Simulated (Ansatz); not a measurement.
**Be3N2 (P6_3/mmc): the gap up the ladder of methods**

What gap does each level of theory give for Be3N2 (P6_3/mmc), and in what time?

Main program and level: Ansatz 0.2.0; density functionals, hybrids and G0W0, plane waves, PAW.

### 1. Set-up

Symmetry: P6_3/mmc, No. 194, hexagonal system. The conventional cell has a = 2.842 Å, b = 2.842 Å, c = 9.747 Å, α = 90.00°, β = 90.00°, γ = 120.00°. Nearest to Be lie 4 N at 1.67 to 1.81 Å. Nearest to Be lie 3 N at 1.64 Å. N has 6 Be at 1.81 Å nearest. Nearest to N lie 5 Be at 1.64 to 1.67 Å. Farther neighbours and most contacts between anions are not listed.

The cell and positions are those that the Materials Project relaxed with its own functionals (PBE, PBE+U or r2SCAN), kept fixed.

The logs state that the PAW files were generated under PBE.

### 2. LDA on the 12×12×2 mesh

Levels along a band path and on the mesh show where this functional puts the band edges.

This step: DFT, LDA, plane waves, PAW; PAW set soft_1.

Contents of input.yaml:

```yaml
crystal:
  lattice:
    - [2.8416792263, 0.0, 0.0]
    - [-1.4208396132, 2.4609663994, 0.0]
    - [0.0, 0.0, 9.74684101]
  atoms:
    - { symbol: Be, position: [0.33333333, 0.66666667, 0.07848597] }
    - { symbol: Be, position: [0.66666667, 0.33333333, 0.57848597] }
    - { symbol: Be, position: [0.66666667, 0.33333333, 0.92151403] }
    - { symbol: Be, position: [0.33333333, 0.66666667, 0.42151403] }
    - { symbol: Be, position: [0.0, 0.0, 0.25] }
    - { symbol: Be, position: [0.0, 0.0, 0.75] }
    - { symbol: "N", position: [0.0, 0.0, 0.0] }
    - { symbol: "N", position: [0.0, 0.0, 0.5] }
    - { symbol: "N", position: [0.33333333, 0.66666667, 0.25] }
    - { symbol: "N", position: [0.66666667, 0.33333333, 0.75] }
kpoints:
  mp_grid: { grid: [12, 12, 2] }
  band_path:
    path:
      - [[0.0, 0.0, 0.0], [0.5, 0.0, 0.0], [0.33333333, 0.33333333, 0.0], [0.0, 0.0, 0.0], [0.0, 0.0, 0.5], [0.5, 0.0, 0.5], [0.33333333, 0.33333333, 0.5], [0.0, 0.0, 0.5]]
      - [[0.5, 0.0, 0.5], [0.5, 0.0, 0.0]]
      - [[0.33333333, 0.33333333, 0.5], [0.33333333, 0.33333333, 0.0]]
    npoints: 10
hamiltonian:
  xc: lda
  pseudopotentials: { kind: paw, azcp: { folder: soft_1 }, xc_functional: pbe }
scf:
  occupations: { method: fermi_dirac, width: 0.02 }
  n_extra_bands: 7
output:
  eigenvalues: true
  forces: true
  stress: true
  write_density: true
  write_potential: true
  elf: true
  volumetric_format: npy
```

Started as:

```bash
> ansatz run input.yaml --threads 3 --pin off --max-ram 92160MiB --backend cuda --events-out ev --progress --plain --runs-dir out --devices 1 --max-vram 13GiB
```

Numbers of over 12 decimals in the logs are rounded to 6 here.

Output:

```text
scf.n_extra_bands = 7 over 16 filled bands (N_el = 32.0): the run solves 23 bands
GPUs: using 1 of 1 available (devices: 1).
Engine: ansatz 0.2.0, x86_64-unknown-linux-gnu
Pseudopotentials: kind: paw
Pseudopotential: Be, paw, valence charge 2, recommended cutoff 420 eV (normal), soft_1/Be.paw.azcp
Pseudopotential: N, paw, valence charge 5, recommended cutoff 420 eV (normal), soft_1/N.paw.azcp
Functional definition: SPW92
  exchange = slater_x
  correlation = pw_c
device memory: the entry about to start is reckoned to put 1.8 GiB on a device that reports 71.0 GiB free (of which the cap on the GPU budget leaves the run 13.0 GiB)
GPU FFT provider: cuFFT
GPU libraries: cuBLAS 13.8.2, cuFFT 12.4.0, cuSOLVER 12.3.4
Crystal: 10 atoms, lattice volume = 68.162 Å³
Basis set: ecut = 420 eV, 1329 PW (Γ)
Bands: 23, of which v1, the nominal top of the filled ones, is band 16 counted from 1 (15 counted from 0)
Symmetry: 24 space group operations
Space group: P63/mmc (ITA 194), of the structure as read, at distance tolerance 4.1e-5 Å
k-points: 38 of 288
Non-local potential: Be, projectors of the file, l = 0: 2, l = 1: 2, l = 2: 1
Non-local potential: N, projectors of the file, l = 0: 2, l = 1: 2, l = 2: 1
PAW form: soft (Blöchl's): semilocal exchange-correlation on the pseudo side does not see the compensation charge
PAW frozen core: Be, regenerated for the run's functional, and the local potential with it (the file was generated under x = pbe(κ = 0.804, μ = 0.219515), c = pbe(β = 0.066725))
PAW frozen core: N, regenerated for the run's functional, and the local potential with it (the file was generated under x = pbe(κ = 0.804, μ = 0.219515), c = pbe(β = 0.066725))
PAW one-centre angular grid: Be, 110 points (default); XC on 64 Gauss nodes
PAW one-centre angular grid: N, 110 points (default); XC on 64 Gauss nodes
Initial density: superposition of atomic densities (chi_scale 0.1, normalization cell, long waves kept (reshape's long-wave potential 0.01 eV rms))
Initial wavefunctions: pseudopotential atomic-orbital guess
GPU buffer pool allocated for 28800 grid points (all kernels)
GPU transforms: local potential and band sums: pruned to the plane-wave sphere, on 20×20×72
Functional: x = slater, c = lda
SCF iter   1: F=—  HF=-2040.462890 eV  |F-HF|=—  |Δ(HF+E_count)|=         —  Δρ=1.22e-1  dr2=1.15e1  ethr=3.10e-3  ⟨swp⟩=8.2  Hψ=4951  notcnv=0
preconditioner: auto → none  [insulator: Δε(μ)=4.831 eV  Ē_g=14.920 eV  σ=0.020 eV  W_gap=1.00  n_scr=6 (ndim 8)  ℏωp=25.4 eV  f_vac=0.000  D(μ)=0.00/eV (n_scr^D=0)  ε∞_Penn≈3.9]
SCF iter   2: F=—  HF=-2036.850489 eV  |F-HF|=—  |Δ(HF+E_count)|=    3.61e0  Δρ=3.73e-2  dr2=5.02e-1  ethr=3.10e-3  ⟨swp⟩=3.1  Hψ=2280  notcnv=0  defer=38
SCF iter   3: F=—  HF=-2036.751701 eV  |F-HF|=—  |Δ(HF+E_count)|=   9.88e-2  Δρ=1.49e-2  dr2=8.98e-2  ethr=1.57e-3  ⟨swp⟩=1.9  Hψ=1295  notcnv=0  defer=38
SCF iter   4: F=—  HF=-2036.736481 eV  |F-HF|=—  |Δ(HF+E_count)|=   1.52e-2  Δρ=1.19e-3  dr2=9.33e-4  ethr=2.81e-4  ⟨swp⟩=2.0  Hψ=1061  notcnv=0  defer=38
SCF iter   5: F=—  HF=-2036.736346 eV  |F-HF|=—  |Δ(HF+E_count)|=   1.36e-4  Δρ=3.62e-4  dr2=4.25e-5  ethr=2.91e-6  ⟨swp⟩=2.0  Hψ=1370  notcnv=0  defer=38
SCF iter   6: F=—  HF=-2036.736322 eV  |F-HF|=—  |Δ(HF+E_count)|=   2.37e-5  Δρ=8.42e-5  dr2=3.44e-6  ethr=1.33e-7  ⟨swp⟩=2.0  Hψ=1408  notcnv=0  defer=38
SCF iter   7: F=-2036.736321 eV  HF=-2036.736321 eV  |F-HF|=2.58e-8  |Δ(HF+E_count)|=   1.07e-6  Δρ=9.29e-6  dr2=3.78e-8  ethr=3.13e-10  ⟨swp⟩=13.3  Hψ=7081  notcnv=0
SCF 1 converged in 7 iterations: F = -2036.736321 eV  dr2 = 3.78e-8
[...]
device memory: the entry about to start is reckoned to put 2.3 GiB on a device that reports 69.3 GiB free (of which the cap on the GPU budget leaves the run 13.0 GiB)
NSCF: frozen V_eff on 93 k-points, pencils in batches of 32, up to order 104
SCF converged after 7 iterations
Free energy (F): -2036.736321 eV
Harris-Foulkes:  -2036.736321 eV  (|F-HF|=2.58e-8)
Internal energy: -2036.736321 eV  (E = F + TS)
E sigma→0 (E₀):  -2036.736321 eV
Fermi energy:    9.304706 eV
--- Per-component energies (eV) ---
  E_band       = 50.085194
  E_kinetic    = 656.482378
  E_local      = -765.598491  (includes V_loc(G=0)·N_el)
  E_nonlocal   = 168.645660
  E_hartree    = 258.598591
  E_xc         = -361.054118
  E_vxc        = -430.193348  (∫ρ·V_xc dr)
  E_paw        = -804.288354  (= ΣΔE_a)
  E_vpaw       = -96.456603  (= ΣTr[D̂ρ^β])
  E_aug_tail   = 0.003385  (compensation charges beyond the density's cutoff)
  E_ewald      = -1190.027271
  E_core_change = 0.501899  (= ΣΔE_core)
  E_smearing   = -0.000000  (= −TS)
  E_closure    = 0.000000  (closes the sum)
  Σ components = -2036.736321   (vs F -2036.736321, Δ=0.00e0)
--- Forces (eV/Å), atoms counted from 1 ---
  atom   1  Be    -0.00000000     0.00000000    -0.04952847
  atom   2  Be     0.00000000    -0.00000000    -0.04952847
  atom   3  Be     0.00000000    -0.00000000     0.04952847
  atom   4  Be    -0.00000000     0.00000000     0.04952847
  atom   5  Be    -0.00000000     0.00000000     0.00000000
  atom   6  Be     0.00000000    -0.00000000    -0.00000000
  atom   7  N     -0.00000000    -0.00000000     0.00000000
  atom   8  N      0.00000000     0.00000000     0.00000000
  atom   9  N      0.00000000     0.00000000     0.00000000
  atom  10  N     -0.00000000     0.00000000    -0.00000000
  max |Σ_I F_I| component: 1.67e-16 eV/Å
--- Stress (GPa, compression-positive) ---
       -7.584241      -0.000000      -0.000000
       -0.000000      -7.584241       0.000000
       -0.000000       0.000000      -7.666307
  P = ⅓ Tr σ = -7.6116 GPa (-76.116 kbar)
--- Band table (eV; the first three rows and the last of 38) ---
  k-point 0: bands = [... 12 lower, 7.1844, 7.2851, 7.6778, 7.6778, 13.8966, 14.8224, 15.3849, 15.9182, ... 3 higher]
  k-point 1: bands = [... 12 lower, 7.4849, 7.4849, 7.4849, 7.4849, 14.5193, 14.5193, 15.7072, 15.7072, ... 3 higher]
  k-point 2: bands = [... 12 lower, 7.0437, 7.2369, 7.2694, 7.5829, 14.1476, 15.0165, 15.6587, 15.8575, ... 3 higher]
  k-point 37: bands = [... 12 lower, 4.6710, 4.6710, 6.0338, 6.0338, 13.6106, 13.6106, 14.2835, 14.2835, ... 3 higher]
```

The job ended after 6.8 s (1 × NVIDIA H100 80GB HBM3 (shared by 6 runs) with 3 threads of AMD EPYC 7R13 (Zen 3), shared host; peak memory 0.89 GiB).

Reading the cycles: dr2 is the Hartree energy of the density residual (eV), the measure of convergence; HF is the Harris–Foulkes estimate of the energy, which meets the free energy F at convergence.

Numbers from this step:

```yaml
pressure: -7.612 GPa
filled_bands: 16
gap: 3.261 eV
valence_top_at: Γ
conduction_bottom_at: M
least_direct_gap: 4.652 eV
```

Over mesh and path the gap is 3.261 eV, from k = Γ to k = (0.500, 0.000, 0.000). The least direct gap found is 4.652 eV, at k = (0.467, 0.067, 0.000). The pressure in this cell is -8 GPa; the cell is kept.

### 3. r2SCAN on the 12×12×2 mesh

r2SCAN is a meta-GGA: it depends on the kinetic-energy density as well as on the density and its gradient.

This step: DFT, r2SCAN, plane waves, PAW; PAW set soft_1.

Contents of input.yaml:

```yaml
crystal:
  lattice:
    - [2.8416792263, 0.0, 0.0]
    - [-1.4208396132, 2.4609663994, 0.0]
    - [0.0, 0.0, 9.74684101]
  atoms:
    - { symbol: Be, position: [0.33333333, 0.66666667, 0.07848597] }
    - { symbol: Be, position: [0.66666667, 0.33333333, 0.57848597] }
    - { symbol: Be, position: [0.66666667, 0.33333333, 0.92151403] }
    - { symbol: Be, position: [0.33333333, 0.66666667, 0.42151403] }
    - { symbol: Be, position: [0.0, 0.0, 0.25] }
    - { symbol: Be, position: [0.0, 0.0, 0.75] }
    - { symbol: "N", position: [0.0, 0.0, 0.0] }
    - { symbol: "N", position: [0.0, 0.0, 0.5] }
    - { symbol: "N", position: [0.33333333, 0.66666667, 0.25] }
    - { symbol: "N", position: [0.66666667, 0.33333333, 0.75] }
kpoints:
  mp_grid: { grid: [12, 12, 2] }
  band_path:
    path:
      - [0.0, 0.0, 0.0]
      - [0.5, 0.0, 0.0]
      - [0.33333333, 0.33333333, 0.0]
      - [0.0, 0.0, 0.5]
      - [0.5, 0.0, 0.5]
      - [0.33333333, 0.33333333, 0.5]
      - [0.466666666, 0.066666666, 0.0]
    npoints: 1
hamiltonian:
  xc: r2scan
  pseudopotentials: { kind: paw, azcp: { folder: soft_1 } }
scf:
  occupations: { method: fixed }
  n_extra_bands: 7
output:
  eigenvalues: true
  forces: true
  stress: true
```

Output:

```text
[...]
GPUs: using 1 of 1 available (devices: 1).
[...]
GPU FFT provider: cuFFT
GPU libraries: cuBLAS 13.8.2, cuFFT 12.4.0, cuSOLVER 12.3.4
Crystal: 10 atoms, lattice volume = 68.162 Å³
Basis set: ecut = 500 eV, 1739 PW (Γ), exchange–correlation on 96×96×288 points (64 copies of the dense FFT grid, shifted against one another)
Bands: 23, of which v1, the nominal top of the filled ones, is band 16 counted from 1 (15 counted from 0)
Symmetry: 24 space group operations
[...]
k-points: 38 of 288
[...]
GPU buffer pool allocated for 41472 grid points (all kernels)
[...]
SCF iter   1: F=—  HF=-2113.048957 eV  |F-HF|=—  |Δ(HF+E_count)|=         —  Δρ=1.24e-1  dr2=1.20e1  dr2_τ=1.92e0  ethr=3.10e-3  ⟨swp⟩=4.0  Hψ=3785  notcnv=0  defer=173
[...]
atom   5  Be     0.00000000    -0.00000000     0.00000000
  atom   6  Be    -0.00000000     0.00000000    -0.00000000
  atom   7  N     -0.00000000    -0.00000000     0.00000000
  atom   8  N      0.00000000     0.00000000    -0.00000000
  atom   9  N      0.00000000    -0.00000000     0.00000000
  atom  10  N     -0.00000000     0.00000000    -0.00000000
  max |Σ_I F_I| component: 9.25e-18 eV/Å
--- Stress (GPa, compression-positive) ---
       -1.433577      -0.000000      -0.000000
        0.000000      -1.433577       0.000000
       -0.000000       0.000000      -1.213472
  P = ⅓ Tr σ = -1.3602 GPa (-13.602 kbar)
--- Band table (eV; the first three rows and the last of 38) ---
  k-point 0: bands = [... 12 lower, 7.2186, 7.3453, 7.7295, 7.7295, 14.5806, 15.6092, 16.2517, 17.0584, ... 3 higher]
  k-point 1: bands = [... 12 lower, 7.5361, 7.5361, 7.5361, 7.5361, 15.2677, 15.2677, 16.5957, 16.5957, ... 3 higher]
  k-point 2: bands = [... 12 lower, 7.0773, 7.2973, 7.3023, 7.6349, 14.8610, 15.8512, 16.5664, 16.9707, ... 3 higher]
  k-point 37: bands = [... 12 lower, 4.6641, 4.6641, 6.0659, 6.0659, 14.4984, 14.4984, 15.2534, 15.2534, ... 3 higher]
[key lines of the parts left out:]
SCF converged after 8 iterations
Free energy (F): -2111.167684 eV
Fermi energy:    7.729476 eV
```

It took 6.8 s on 1 × NVIDIA H100 80GB HBM3 (shared by 6 runs) with 3 threads; peak memory 1 GiB.

Numbers from this step:

* pressure: -1.360 GPa
* gap: 3.997 eV
* valence top at: Γ
* conduction bottom at: M
* least direct gap: 5.420 eV

Over mesh and listed points the gap is 3.997 eV, from k = Γ to k = (0.500, 0.000, 0.000). The least direct gap found is 5.420 eV, at k = (0.500, 0.000, 0.000). r2SCAN against LDA: 3.997 − 3.261 = +0.736 eV. The runs also differ in plane-wave cutoff (420 eV and 500 eV), so how much of this comes from the functional alone is not known.

### 4. HSE06 on the 6×6×2 mesh

HSE06 mixes in a quarter of exact exchange at short range.

This step: DFT, HSE06, plane waves, PAW; PAW set soft_1.

input.yaml: that of step 3 with these lines changed.

```diff
@@ -17,3 +17,3 @@
 kpoints:
-  mp_grid: { grid: [12, 12, 2] }
+  mp_grid: { grid: [6, 6, 2] }
   band_path:
@@ -29,3 +29,3 @@
 hamiltonian:
-  xc: r2scan
+  xc: hse06
   pseudopotentials: { kind: paw, azcp: { folder: soft_1 } }
@@ -36,3 +36 @@
   eigenvalues: true
-  forces: true
-  stress: true
```

Output:

```text
[...]
GPUs: using 1 of 1 available (devices: 1).
[...]
davidson cushion auto → on  (no smearing: the cushion is to keep the highest requested band from converging to the state above it; pin scf.eigensolver.cushion to override)
[...]
GPU FFT provider: cuFFT
GPU libraries: cuBLAS 13.8.2, cuFFT 12.4.0, cuSOLVER 12.3.4
Crystal: 10 atoms, lattice volume = 68.162 Å³
Basis set: ecut = 420 eV, 1329 PW (Γ)
[...]
Fermi energy:    7.040958 eV
[...]
--- Band table (eV; the first three rows and the last of 14) ---
  k-point 0: bands = [... 12 lower, 6.4580, 6.6793, 7.0410, 7.0410, 14.6884, 15.7615, 16.3548, 17.0871, ... 3 higher]
  k-point 1: bands = [... 12 lower, 6.8325, 6.8325, 6.8325, 6.8325, 15.4121, 15.4121, 16.6966, 16.6966, ... 3 higher]
  k-point 2: bands = [... 12 lower, 5.8270, 5.9137, 6.4730, 6.6528, 15.5291, 15.7157, 16.3344, 16.7912, ... 3 higher]
  k-point 13: bands = [... 12 lower, 3.8421, 3.8421, 5.2969, 5.2969, 14.4601, 14.4601, 15.3169, 15.3169, ... 3 higher]
[key lines of the parts left out:]
Free energy (F): -2103.767400 eV
```

Wall time 25 s (1 × NVIDIA H100 80GB HBM3 (shared by 6 runs) with 3 threads); peak memory 1.3 GiB; 28 s of CPU time.

Numbers from this step:

| Property | Result |
| --- | --- |
| gap | 4.626 eV |
| valence top at | Γ |
| conduction bottom at | M |
| least direct gap | 6.106 eV |
| exact-exchange fraction | 0.25 |

Over mesh and listed points the gap is 4.626 eV, from k = Γ to k = (0.500, 0.000, 0.000). The least direct gap found is 6.106 eV, at k = (0.467, 0.067, 0.000). HSE06 against LDA: 4.626 − 3.261 = +1.365 eV. The runs also differ in mesh (12×12×2 and 6×6×2), so how much of this comes from the functional alone is not known.

### 5. PBE0 on the 6×6×2 mesh

PBE0 mixes in a quarter of exact exchange at all distances.

This step: DFT, PBE0, plane waves, PAW; PAW set soft_1.

input.yaml: that of step 4 with these lines changed.

```diff
@@ -29,3 +29,3 @@
 hamiltonian:
-  xc: hse06
+  xc: pbe0
   pseudopotentials: { kind: paw, azcp: { folder: soft_1 } }
```

Output:

```text
[...]
GPUs: using 1 of 1 available (devices: 1).
[...]
GPU FFT provider: cuFFT
GPU libraries: cuBLAS 13.8.2, cuFFT 12.4.0, cuSOLVER 12.3.4
Crystal: 10 atoms, lattice volume = 68.162 Å³
Basis set: ecut = 420 eV, 1329 PW (Γ)
Bands: 23, of which v1, the nominal top of the filled ones, is band 16 counted from 1 (15 counted from 0)
Symmetry: 24 space group operations
[...]
k-points: 14 of 72
[...]
Fermi energy:    6.658378 eV
[...]
--- Band table (eV; the first three rows and the last of 14) ---
  k-point 0: bands = [... 12 lower, 6.0656, 6.2983, 6.6584, 6.6584, 15.0548, 16.1422, 16.7354, 17.4749, ... 3 higher]
  k-point 1: bands = [... 12 lower, 6.4479, 6.4479, 6.4479, 6.4479, 15.7884, 15.7884, 17.0785, 17.0785, ... 3 higher]
  k-point 2: bands = [... 12 lower, 5.4330, 5.5184, 6.0897, 6.2676, 15.9046, 16.0993, 16.7150, 17.1804, ... 3 higher]
  k-point 13: bands = [... 12 lower, 3.4441, 3.4441, 4.9049, 4.9049, 14.8338, 14.8338, 15.7024, 15.7024, ... 3 higher]
[key lines of the parts left out:]
Free energy (F): -2104.261031 eV
```

The job ended after 20 s (1 × NVIDIA H100 80GB HBM3 (shared by 6 runs) with 3 threads; peak memory 1.2 GiB).

Numbers from this step:

| Item | Value |
| --- | --- |
| gap | 5.366 eV |
| valence top at | Γ |
| conduction bottom at | M |
| least direct gap | 6.847 eV |
| exact-exchange fraction | 0.25 |

Over mesh and listed points the gap is 5.366 eV, from k = Γ to k = (0.500, 0.000, 0.000). The least direct gap found is 6.847 eV, at k = (0.467, 0.067, 0.000). PBE0 against HSE06: 5.366 − 4.626 = +0.740 eV, with the same mesh, files and cutoff, and both edges at the same k points.

### 6. G0W0@LDA, 6×6×2 mesh, 373 empty bands, screening to 180 eV, PAW set soft_1 files

G0W0 replaces the xc potential by a self-energy built once from the orbitals of the start. Levels are corrected in the window of bands that the input names, at points of the mesh.

This step: G0W0 on LDA, plane waves, PAW; PAW set soft_1.

input.yaml: that of step 5 with these lines changed.

```diff
@@ -18,19 +18,12 @@
   mp_grid: { grid: [6, 6, 2] }
-  band_path:
-    path:
-      - [0.0, 0.0, 0.0]
-      - [0.5, 0.0, 0.0]
-      - [0.33333333, 0.33333333, 0.0]
-      - [0.0, 0.0, 0.5]
-      - [0.5, 0.0, 0.5]
-      - [0.33333333, 0.33333333, 0.5]
-      - [0.466666666, 0.066666666, 0.0]
-    npoints: 1
 hamiltonian:
-  xc: pbe0
-  pseudopotentials: { kind: paw, azcp: { folder: soft_1 } }
+  xc: lda
+  pseudopotentials: { kind: paw, azcp: { folder: soft_1 }, xc_functional: pbe }
 scf:
   occupations: { method: fixed }
-  n_extra_bands: 7
-output:
-  eigenvalues: true
+gw:
+  n_empty_bands: 373
+  ecut_chi: 180.0
+  qp_bands: [v3, c3]
+  qp_kpoints: band_edges
+  screening: { model: contour_deformation }
```

Output:

```text
GPUs: using 1 of 1 available (devices: 1).
[...]
GPU FFT provider: cuFFT
GPU libraries: cuBLAS 13.8.2, cuFFT 12.4.0, cuSOLVER 12.3.4
Crystal: 10 atoms, lattice volume = 68.162 Å³
Basis set: ecut = 420 eV, 1329 PW (Γ)
Bands: 26, of which v1, the nominal top of the filled ones, is band 16 counted from 1 (15 counted from 0)
Symmetry: 24 space group operations
[...]
k-points: 14 of 72
[...]
1    15      7.4856   -22.0808     2.9389   -18.2846  0.7948     6.6229     6.6283  root
[...]
13    16      6.0346   -20.8721     3.0610   -16.8637  0.7881     5.0793     5.0872  root
    13    17     13.6109    -6.3193    -4.6256   -11.8127  0.8300    14.4838    14.4787  root
    13    18     13.6109    -6.3193    -4.6256   -11.8127  0.8300    14.4838    14.4787  root
    13    19     14.2840    -7.3189    -4.9388   -13.3583  0.8173    15.3942    15.3846  root
[key lines of the parts left out:]
SCF converged after 9 iterations
Free energy (F): -2036.732270 eV
Fermi energy:    7.678545 eV
```

The job ended after 24 s (1 × NVIDIA H100 80GB HBM3 (shared by 6 runs) with 3 threads; peak memory 1.5 GiB; 30 s of CPU time).

This step gave:

* bands summed: 389
* RPA ε∞ on this mesh (eigenvalues): 4.349, 4.349, 5.293
* plane waves in the screening matrix: 363
* G0W0 gap over the corrected points: 4.879 eV
* k of the valence top: 0, 0, 0
* k of the conduction bottom: 0, -0.5, 0
* starting gap on the mesh: 3.261 eV
* Z at the valence top: 0.7951
* Z at the conduction bottom: 0.8355
* least direct G0W0 gap over the corrected points: 6.352 eV

Over 11 of 14 irreducible mesh points the G0W0 gap is 4.879 eV, from k = Γ to k = (0.000, -0.500, 0.000). The LDA gap of this run on the mesh is 3.261 eV. The two states that bound the G0W0 gap lie that far apart at the start, so the correction of the gap is 4.879 − 3.261 = +1.618 eV.

(Continued in part 2 of 2.)

[Paths, hosts, dates, memory and timing lines, banners, echoed tables and standing remarks are left out of the program output.]

[Logs are printed without paths, hosts, clocks, repeated set-up lines and the standing remarks that a program may print on its own settings, such as how far it seeks lower states.]

[Runs of the session that timed out or met a known fault of the program may be left out.]

[Cells called generated may have been cut or substituted from an entry of the Crystallography Open Database or the Materials Project.]

[Hosts, paths, dates, database ids (printed as entryN), source tags and the programs' standing remarks are cut or masked in the printed files.]

[Where an RPA ε∞ is given, it is that of the G0W0 mesh and is not shown converged in it. Names of k-points follow the symmetry that the program found, which can be lower than the space group named. Band edges on a path are those of the sampled points; other points can move an edge, and change direct to indirect where valleys lie close.]

[Hybrid gaps are those of their k-mesh and are not shown converged in it.]
